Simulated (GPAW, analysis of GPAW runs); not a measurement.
# Reproducing a measured hyperfine coupling: F centre in LiF (GPAW)

How near does this set-up come to the measured hyperfine coupling? Subject: F centre in LiF. Set-up: PBE, plane waves 500 eV, 64-site cell, PBE lattice, k: the zone centre alone then 2x2x2 shifted, relaxed to 0.1 eV/A. The model is a cell of 64 host atoms with 1 F taken out. The isotropic coupling follows from the spin density at the nucleus, the nuclear g-factor and the total spin.

Measured beforehand: 7Li, shell I: 39.06 MHz, by ENDOR (quoted in “F center in LiF: A quantum mechanical ab initio investigation of the hyperfine interaction between the unpaired electron at the vacancy and its first seven neighbors”, 2001, G. Mallia et al., quoting earlier work (1968)). 19F, shell II: 105.9 MHz, by ENDOR (quoted in “F center in LiF: A quantum mechanical ab initio investigation of the hyperfine interaction between the unpaired electron at the vacancy and its first seven neighbors”, 2001, G. Mallia et al., quoting earlier work (1968)). 7Li, shell III: 0.5 MHz, by ENDOR (quoted in “F center in LiF: A quantum mechanical ab initio investigation of the hyperfine interaction between the unpaired electron at the vacancy and its first seven neighbors”, 2001, G. Mallia et al., quoting earlier work (1968)). 19F, shell IV: 0.48 MHz, by ENDOR (quoted in “F center in LiF: A quantum mechanical ab initio investigation of the hyperfine interaction between the unpaired electron at the vacancy and its first seven neighbors”, 2001, G. Mallia et al., quoting earlier work (1968)). The calculation is set beside it at the end.

Calculated with GPAW 26.7.0; GPAW plane-wave PAW DFT, PBE; relaxation of all atoms of a defect supercell.

**1. The structure**

The cell holds 63 atoms: 32 Li and 31 F. Its edges and angles: a = 8.172 Å, b = 8.172 Å, c = 8.172 Å, α = 90.0°, β = 90.0°, γ = 90.0°. It derives from LiF (space group Fm-3m). Nearest the centre at fractional (0.250, 0.500, 0.500): Li25 at 2.04 Å, Li12 at 2.04 Å, Li19 at 2.04 Å, Li28 at 2.04 Å, Li56 at 2.04 Å, Li27 at 2.04 Å, F45 at 2.89 Å, F30 at 2.89 Å.

The host's primitive cell comes from a first run (GPAW plane-wave PAW DFT, PBE; relaxation of cell and atoms of a defect-free cell): vectors of 2.889, 2.889 and 2.889 Å. That is 8.53 Å³ an atom, 4.4 % over the diffraction cell's volume. The supercell is built on it.

**2. Relaxation, charge 0**

Every later number rests on the structure around the defect, so the atoms are relaxed at the host's lattice first.

Input file run.py:

```python
import numpy as np
from ase.io import read, write
from ase.parallel import parprint, world
from gpaw import GPAW, PW
from ase.optimize import BFGS

atoms = read('POSCAR')
magmoms = np.zeros(len(atoms))
magmoms[[11, 24, 18, 27]] = 1 / 4
atoms.set_initial_magnetic_moments(magmoms)
calc = GPAW(mode=PW(500),
            xc='PBE',
            kpts={'size': (1, 1, 1), 'gamma': True},
            occupations={'name': 'fermi-dirac', 'width': 0.01, 'fixmagmom': True},
            nbands=133,
            convergence={'density': 1e-05, 'forces': 0.001},
            maxiter=150,
            symmetry='off',
            txt='gpaw.txt')
atoms.calc = calc
opt = BFGS(atoms, trajectory='relax.traj', logfile='-')
done = opt.run(fmax=0.1, steps=80)
parprint('Converged:', done)
energy = atoms.get_potential_energy()
forces = atoms.get_forces()
parprint(f'Energy: {energy:.6f} eV, largest force {np.linalg.norm(forces, axis=1).max():.4f} eV/A')
calc.write('gs.gpw')
write('final.xyz', atoms)
parprint('Moments:', atoms.get_magnetic_moments().round(3))
for s in range(calc.get_number_of_spins()):
    parprint('Levels (eV), spin', s, calc.get_eigenvalues(kpt=0, spin=s)[-16:].round(3))
```

Input file POSCAR:

```
Li F  Li F  Li F  Li F  Li F  Li F  Li F  Li F 
 1.0000000000000000
     8.1720213307854284    0.0000000000000009   -0.0000000000000000
     0.0000000000000018    8.1720213307854266   -0.0000000000000000
     0.0000000000000000    0.0000000000000009    8.1720213307854479
 Li  F   Li  F   Li  F   Li  F   Li  F   Li  F   Li  F   Li  F  
   4   4   4   4   4   4   4   3   4   4   4   4   4   4   4   4
Direct
  0.0000000000000000  0.0000000000000000  0.0000000000000000
  0.0000000000000000  0.2500000000000000  0.2500000000000000
  0.2500000000000000  0.0000000000000000  0.2500000000000000
  0.2500000000000000  0.2499999999999999 -0.0000000000000000
 -0.0000000003299499 -0.0000000003299498  0.2499999996700496
 -0.0000000003299499  0.2499999996700501 -0.0000000003299504
  0.2499999996700501 -0.0000000003299498 -0.0000000003299504
  0.2499999996700501  0.2499999996700502  0.2499999996700496
  0.0000000000000000  0.0000000000000000  0.5000000000000000
  0.0000000000000000  0.2500000000000000  0.7500000000000000
  0.2500000000000000  0.0000000000000000  0.7500000000000000
  0.2500000000000000  0.2499999999999999  0.5000000000000000
 -0.0000000003299499 -0.0000000003299498  0.7499999996700497
 -0.0000000003299499  0.2499999996700501  0.4999999996700497
  0.2499999996700501 -0.0000000003299498  0.4999999996700497
  0.2499999996700501  0.2499999996700502  0.7499999996700497
  0.0000000000000000  0.5000000000000000  0.0000000000000000
  0.0000000000000000  0.7500000000000000  0.2500000000000000
  0.2500000000000000  0.5000000000000000  0.2500000000000000
  0.2500000000000000  0.7500000000000000  0.0000000000000000
 -0.0000000003299499  0.4999999996700502  0.2499999996700496
 -0.0000000003299499  0.7499999996700502 -0.0000000003299504
  0.2499999996700501  0.4999999996700502 -0.0000000003299504
  0.2499999996700501  0.7499999996700502  0.2499999996700496
  0.0000000000000000  0.5000000000000000  0.5000000000000000
  0.0000000000000000  0.7500000000000000  0.7500000000000000
  0.2500000000000000  0.5000000000000000  0.7500000000000000
  0.2500000000000000  0.7500000000000000  0.5000000000000000
 -0.0000000003299499  0.4999999996700502  0.7499999996700497
 -0.0000000003299499  0.7499999996700502  0.4999999996700497
  0.2499999996700501  0.7499999996700502  0.7499999996700497
  0.5000000000000000 -0.0000000000000000  0.0000000000000000
  0.5000000000000001  0.2500000000000000  0.2500000000000000
  0.7500000000000001 -0.0000000000000000  0.2500000000000000
  0.7500000000000001  0.2500000000000000  0.0000000000000000
  0.4999999996700501 -0.0000000003299498  0.2499999996700496
  0.4999999996700501  0.2499999996700501 -0.0000000003299504
  0.7499999996700502 -0.0000000003299498 -0.0000000003299504
  0.7499999996700502  0.2499999996700502  0.2499999996700496
  0.5000000000000000  0.0000000000000000  0.5000000000000000
  0.5000000000000001  0.2500000000000000  0.7500000000000000
  0.7500000000000001 -0.0000000000000000  0.7500000000000000
  0.7500000000000001  0.2500000000000000  0.5000000000000000
  0.4999999996700501 -0.0000000003299498  0.7499999996700497
  0.4999999996700501  0.2499999996700501  0.4999999996700497
  0.7499999996700502 -0.0000000003299498  0.4999999996700497
  0.7499999996700502  0.2499999996700502  0.7499999996700497
  0.5000000000000000  0.4999999999999999 -0.0000000000000000
  0.5000000000000000  0.7499999999999999  0.2500000000000000
  0.7500000000000001  0.5000000000000000  0.2500000000000000
  0.7500000000000001  0.7500000000000000  0.0000000000000000
  0.4999999996700501  0.4999999996700502  0.2499999996700496
  0.4999999996700501  0.7499999996700502 -0.0000000003299504
  0.7499999996700502  0.4999999996700501 -0.0000000003299504
  0.7499999996700502  0.7499999996700502  0.2499999996700496
  0.5000000000000000  0.4999999999999998  0.5000000000000000
  0.5000000000000000  0.7499999999999999  0.7500000000000000
  0.7500000000000001  0.5000000000000000  0.7500000000000000
  0.7500000000000001  0.7500000000000000  0.5000000000000000
  0.4999999996700501  0.4999999996700502  0.7499999996700497
  0.4999999996700501  0.7499999996700502  0.4999999996700497
  0.7499999996700502  0.4999999996700501  0.4999999996700497
  0.7499999996700502  0.7499999996700502  0.7499999996700497
```

Started as:

```console
OMP_NUM_THREADS=1 mpirun -n 4 gpaw python run.py > stdout
```

The log of the run:

```text
__  _  _
 | _ |_)|_||  |
 |__||  | ||/\| - 26.7.0

Input parameters:
  mode=PW(ecut=500.0),
  convergence={'density': 1e-05, 'forces': 0.001},
  kpts=MonkhorstPack(size=(1, 1, 1), gamma=True),
  maxiter=150,
  nbands=133,
  occupations=Occupations(name='fermi-dirac', width=0.01, fixmagmom=True),
  symmetry=Symmetry(point_group=False, time_reversal=False),
  xc=XC(name='PBE')

Diagonalizing LCAO Hamiltonian
Converting LCAO to pw mode

           Li   F    Li   F
          F    Li   F    Li
        Li F F  LiLi F F  Li
       F  LiLi   F  LiLi F
        F  LiLi F F  LiLi F

       Li F F  LiLi F F  Li
        Li F F  LiLi F F  Li
       F  LiLi F F  LiLi F
        F    Li   F    Li
       Li   F    Li   F

Atoms  # Å, Bohr magnetons
|    | symbol |         x |         y |         z |    initial magnetic moments |
|----|--------|-----------|-----------|-----------|-----------------------------|
|  0 |     Li |  0.000000 |  0.000000 |  0.000000 | ( 0.0000,  0.0000,  0.0000) |
|  1 |     Li |  0.000000 |  2.043005 |  2.043005 | ( 0.0000,  0.0000,  0.0000) |
|  2 |     Li |  2.043005 |  0.000000 |  2.043005 | ( 0.0000,  0.0000,  0.0000) |
|  3 |     Li |  2.043005 |  2.043005 |  0.000000 | ( 0.0000,  0.0000,  0.0000) |
|  4 |      F | -0.000000 | -0.000000 |  2.043005 | ( 0.0000,  0.0000,  0.0000) |
|  5 |      F | -0.000000 |  2.043005 | -0.000000 | ( 0.0000,  0.0000,  0.0000) |
|  6 |      F |  2.043005 | -0.000000 | -0.000000 | ( 0.0000,  0.0000,  0.0000) |
|  7 |      F |  2.043005 |  2.043005 |  2.043005 | ( 0.0000,  0.0000,  0.0000) |
|  8 |     Li |  0.000000 |  0.000000 |  4.086011 | ( 0.0000,  0.0000,  0.0000) |
|  9 |     Li |  0.000000 |  2.043005 |  6.129016 | ( 0.0000,  0.0000,  0.0000) |
| 10 |     Li |  2.043005 |  0.000000 |  6.129016 | ( 0.0000,  0.0000,  0.0000) |
| 11 |     Li |  2.043005 |  2.043005 |  4.086011 | ( 0.0000,  0.0000,  0.2500) |
| 12 |      F | -0.000000 | -0.000000 |  6.129016 | ( 0.0000,  0.0000,  0.0000) |
| 13 |      F | -0.000000 |  2.043005 |  4.086011 | ( 0.0000,  0.0000,  0.0000) |
| 14 |      F |  2.043005 | -0.000000 |  4.086011 | ( 0.0000,  0.0000,  0.0000) |
| 15 |      F |  2.043005 |  2.043005 |  6.129016 | ( 0.0000,  0.0000,  0.0000) |
| 16 |     Li |  0.000000 |  4.086011 |  0.000000 | ( 0.0000,  0.0000,  0.0000) |
| 17 |     Li |  0.000000 |  6.129016 |  2.043005 | ( 0.0000,  0.0000,  0.0000) |
[...]
| 20 |      F | -0.000000 |  4.086011 |  2.043005 | ( 0.0000,  0.0000,  0.0000) |
| 21 |      F | -0.000000 |  6.129016 | -0.000000 | ( 0.0000,  0.0000,  0.0000) |
[...]
Unit cell  # Å
| periodic |        x |        y |         z |  lengths |    angles |
|----------|----------|----------|-----------|----------|-----------|
|      yes | 8.172021 | 0.000000 | -0.000000 | 8.172021 | 90.000000 |
|      yes | 0.000000 | 8.172021 | -0.000000 | 8.172021 | 90.000000 |
|      yes | 0.000000 | 0.000000 |  8.172021 | 8.172021 | 90.000000 |

Number of symmetries: 1
Symmetry operations  # r_c * U_cc + t_c -> r_c
|   | kind |            matrix            |
|---|------|------------------------------|
| 0 |  E   |  1, 0, 0,  0, 1, 0,  0, 0, 1 |

BZ-sampling:
  Number of BZ points: 1
  Number of IBZ points: 1

  Monkhorst-Pack size: [1, 1, 1]
  Monkhorst-Pack shift: [0, 0, 0]

K-points  # in reciprocal-cell coordinates
|   |                                coordinates |     weight |
|---|--------------------------------------------|------------|
| 0 | (  0.00000000,   0.00000000,   0.00000000) | 1.00000000 |

Plane wave coefficients: 6903
Cutoff: 500.0 eV

Spin-components: 2 (collinear spins)
Bands:           133
Projectors:      251
Spin-degeneracy: 1
Datatype:        float64

Density:
  Valence electrons: 249.0
  Components: 2
  Grid points: [45 45 45]
  Charge: 0.0  # |e|

Potential:
  Grid points: [45 45 45]

species:
  Li:
    name:    Lithium
    Z:       3.0
    valence: 1
    core:    2
    charge:  0.0  # [|e|]
    compensation charges:
      type: gauss
      rc: 0.33  # [Å]
      lmax: 2
    cutoffs:
      filter: 1.91  # [Å]
      core: 2.55  # [Å]
    projectors
    | kind |    occ | energy [eV] | rcut [Å] |
    |------|--------|-------------|----------|
    |   2s |  1.000 |      -2.874 |    1.058 |
    |   2p |  0.000 |      -1.090 |    1.058 |
    |    s |        |      24.337 |    1.058 |

    Using partial waves for Li as LCAO basis

  F:
    name:    Fluorine
    Z:       9.0
    valence: 7
    core:    2
    charge:  0.0  # [|e|]
    compensation charges:
      type: gauss
      rc: 0.20  # [Å]
      lmax: 2
    cutoffs:
      filter: 1.14  # [Å]
      core: 0.74  # [Å]
    projectors
    | kind |    occ | energy [eV] | rcut [Å] |
    |------|--------|-------------|----------|
    |   2s |  2.000 |     -29.898 |    0.635 |
    |   2p |  5.000 |     -11.110 |    0.635 |
    |    s |        |      -2.687 |    0.635 |
    |    p |        |      16.102 |    0.635 |
    |    d |        |       0.000 |    0.635 |

    Using partial waves for F as LCAO basis

Reference energy: -90625.714590  # eV

eigensolver:
  PPCG
  Converge bands: occupied
  niter=2

density mixing:
  MSR1-Mixer
  Pratt-step length: 0.05
  Maximum mixing coefficient: 0.75
  Old densities: 10
[...]
|iter:   4| | -292.975643c| -7.29 | -4.34 |      |  +0.9993|
|iter:   5| | -292.975643c| -7.52c| -4.77 |      |  +0.9998|
|iter:   6| | -292.975643c| -8.03c| -5.15c|-1.81 |  +1.0000|
|iter:   7| | -292.975643c| -8.72c| -5.65c|-3.44c|  +1.0000|

Converged in 7 steps
SCF loop duration: 23.257 s (3.322 s/step)
Energy contributions relative to reference atoms: (reference = -90625.714590)

Energy contributions:
  Kinetic:         320.231213
  Coulomb:        -319.081276
  Zero:              7.503901
  External:          0.000000
  Xc:             -301.629482
  Entropy:          -0.000000
  Spinorbit:         0.000000
  ----------------------------
  Free energy:    -292.975643
  Extrapolated:   -292.975643

dipole moment: (-213.867673, 232.675153, 165.128964)  # |e|*Ang

Total magnetic moment: (0.000000, 0.000000, 0.999990)

Local magnetic moments
|        x |        y |        z |
|----------|----------|----------|
[...]
Fermi levels: 6.561, 4.738
Eigenvalues  # (at kpt = [0.000, 0.000, 0.000])
| band index |      eig [eV] | occ [0-1] |      eig [eV] | occ [0-1] |
|------------|---------------|-----------|---------------|-----------|
[...]
|        ... |               |           |               |           |
[...]
Gap: 1.719 eV
Transition (v -> c):
  (s=1, k=0, n=124, [0.00, 0.00, 0.00]) -> (s=0, k=0, n=125, [0.00, 0.00, 0.00])
No difference between direct/indirect transitions

Forces  # eV/Ang
|        x |        y |        z |
|----------|----------|----------|
[...]
Li   F    Li   F
          F    Li   F    Li
        Li F F  LiLi F F  Li
       F  LiLi   F  LiLi F
        F  LiLi F F  LiLi F

       Li F F  LiLi F F  Li
        Li F F  LiLi F F  Li
       F  LiLi F F  LiLi F
        F    Li   F    Li
       Li   F    Li   F

Atoms  # Å, Bohr magnetons
|    | symbol |         x |         y |         z |    initial magnetic moments |
|----|--------|-----------|-----------|-----------|-----------------------------|
[...]
| 50 |     Li |  6.129070 |  6.129047 | -0.000000 | ( 0.0000,  0.0000,  0.0001) |
[...]
| 54 |      F |  6.129478 |  6.128915 |  2.043107 | ( 0.0000,  0.0000,  0.0001) |
| 55 |     Li |  4.118712 |  4.086011 |  4.086011 | ( 0.0000,  0.0000,  0.0264) |
| 56 |     Li |  4.085082 |  6.128139 |  6.128139 | ( 0.0000,  0.0000,  0.0003) |
| 57 |     Li |  6.129055 |  4.086011 |  6.128638 | ( 0.0000,  0.0000,  0.0005) |
| 58 |     Li |  6.129055 |  6.128638 |  4.086011 | ( 0.0000,  0.0000,  0.0005) |
| 59 |      F |  4.085281 |  4.086011 |  6.128780 | ( 0.0000,  0.0000,  0.0069) |
| 60 |      F |  4.085281 |  6.128780 |  4.086011 | ( 0.0000,  0.0000,  0.0069) |
| 61 |      F |  6.128157 |  4.086011 |  4.086010 | ( 0.0000,  0.0000,  0.0001) |
| 62 |      F |  6.129478 |  6.128915 |  6.128915 | ( 0.0000,  0.0000,  0.0001) |

Unit cell  # Å
| periodic |        x |        y |         z |  lengths |    angles |
|----------|----------|----------|-----------|----------|-----------|
|      yes | 8.172021 | 0.000000 | -0.000000 | 8.172021 | 90.000000 |
|      yes | 0.000000 | 8.172021 | -0.000000 | 8.172021 | 90.000000 |
|      yes | 0.000000 | 0.000000 |  8.172021 | 8.172021 | 90.000000 |

Initialization done in: 2.428 s

convergence criteria:
- Maximum integral of absolute [dens]ity change: 1e-05 electrons / valence electron
- Maximum change in the atomic [forces] across last 2 cycles: 0.001 eV/Ang OR
Maximum error relative to the maximum force is below inf
- Maximum [total energy] change in last 3 cyles: 0.0005 eV / valence electron
- Maximum integral of absolute [eigenst]ate change: 4e-08 eV^2 / valence electron
maximum number of iterations: 150

SCF iterations
|iter     | |      energy | eigst |  dens |force |  magmom |
|---------|-|-------------|-------|-------|------|---------|
|iter:   1| | -292.998499c| -3.21 |       |      |  +0.9540|
|iter:   2| | -292.997609c| -5.05 | -3.01 |      |  +0.9563|
|iter:   3| | -292.992459c| -4.64 | -3.05 |      |  +0.9743|
|iter:   4| | -292.991683c| -5.20 | -3.29 |      |  +0.9917|
|iter:   5| | -292.991686c| -6.37 | -3.70 |      |  +0.9972|
|iter:   6| | -292.991691c| -7.43c| -4.10 |      |  +0.9995|
|iter:   7| | -292.991691c| -7.79c| -4.58 |      |  +0.9999|
|iter:   8| | -292.991691c| -8.22c| -5.11c|-0.77 |  +1.0000|
|iter:   9| | -292.991691c| -8.91c| -5.55c|-4.03c|  +1.0000|

Converged in 9 steps
SCF loop duration: 29.059 s (3.229 s/step)
Energy contributions relative to reference atoms: (reference = -90625.714590)

Energy contributions:
  Kinetic:         320.955667
  Coulomb:        -319.674857
  Zero:              7.504844
  External:          0.000000
  Xc:             -301.777345
  Entropy:          -0.000000
  Spinorbit:         0.000000
  ----------------------------
  Free energy:    -292.991691
  Extrapolated:   -292.991691

dipole moment: (-223.097411, 232.673714, 86.305455)  # |e|*Ang

Total magnetic moment: (0.000000, 0.000000, 1.000001)

Local magnetic moments
|        x |        y |        z |
|----------|----------|----------|
[...]
Fermi levels: 6.561, 4.738
Eigenvalues  # (at kpt = [0.000, 0.000, 0.000])
| band index |      eig [eV] | occ [0-1] |      eig [eV] | occ [0-1] |
|------------|---------------|-----------|---------------|-----------|
[...]
|        ... |               |           |               |           |
[...]
|        128 |         9.171 |     0.000 |         9.556 |     0.000 |
|        129 |         9.477 |     0.000 |         9.556 |     0.000 |
|        130 |         9.612 |     0.000 |         9.627 |     0.000 |
|        131 |         9.939 |     0.000 |         9.943 |     0.000 |
|        132 |         9.939 |     0.000 |         9.943 |     0.000 |

Gap: 1.588 eV
Transition (v -> c):
  (s=1, k=0, n=124, [0.00, 0.00, 0.00]) -> (s=0, k=0, n=125, [0.00, 0.00, 0.00])
No difference between direct/indirect transitions

Forces  # eV/Ang
|        x |        y |        z |
|----------|----------|----------|
[...]
|  0.00083 |  0.03313 | -0.00000 |  # Li  58
|  0.03314 |  0.00000 |  0.03389 |  # F   59
|  0.03314 |  0.03389 | -0.00000 |  # F   60
| -0.00058 |  0.00000 |  0.00000 |  # F   61
| -0.00022 | -0.00582 | -0.00582 |  # F   62

# Writing to gs.gpw (mode='')
```

Elapsed: 1.9 min, on 4 MPI ranks of AMD EPYC 7R43, shared host; peak memory 1.7 GiB; 7.5 min of CPU time.

The steps of the relaxation:

```csv
step,energy less that of the first step (eV)
0,0.0000
1,-0.0029
2,-0.0190
```

The atoms that moved most (Å):

```csv
atom,dx,dy,dz,length
Li19,0.000,0.000,-0.033,0.033
Li12,0.000,-0.033,0.000,0.033
Li28,0.000,0.033,0.000,0.033
Li27,0.000,0.000,0.033,0.033
Li25,-0.033,0.000,0.000,0.033
Li56,0.033,0.000,0.000,0.033
```

Neighbours of the ideal centre at the end:

```csv
atom,distance (Å)
Li56,2.076
Li25,2.076
Li27,2.076
Li12,2.076
Li28,2.076
Li19,2.076
F21,2.889
F29,2.889
F14,2.889
F30,2.889
F52,2.889
F45,2.889
F61,2.889
F60,2.889
F16,2.889
F31,2.889
```

Numbers from this step:

```
total moment : 1.000 μB
```

From the first step to the last the energy fell by 0.019 eV, and the largest move was 0.033 Å (Li19 and 5 other atoms alike).

(Continued in part 2 of 2.)

[Logs are printed without paths, hosts, clocks, repeated set-up lines and the standing remarks that a program may print on its own settings, such as how far it seeks lower states.]

[Hosts, paths, dates, database ids (printed as entryN), source tags and the programs' standing remarks are cut or masked in the printed files.]

[For some hosts the program warned that the k-mesh of the response run may be too coarse for force constants and the static dielectric constant; such warnings are not shown here.]
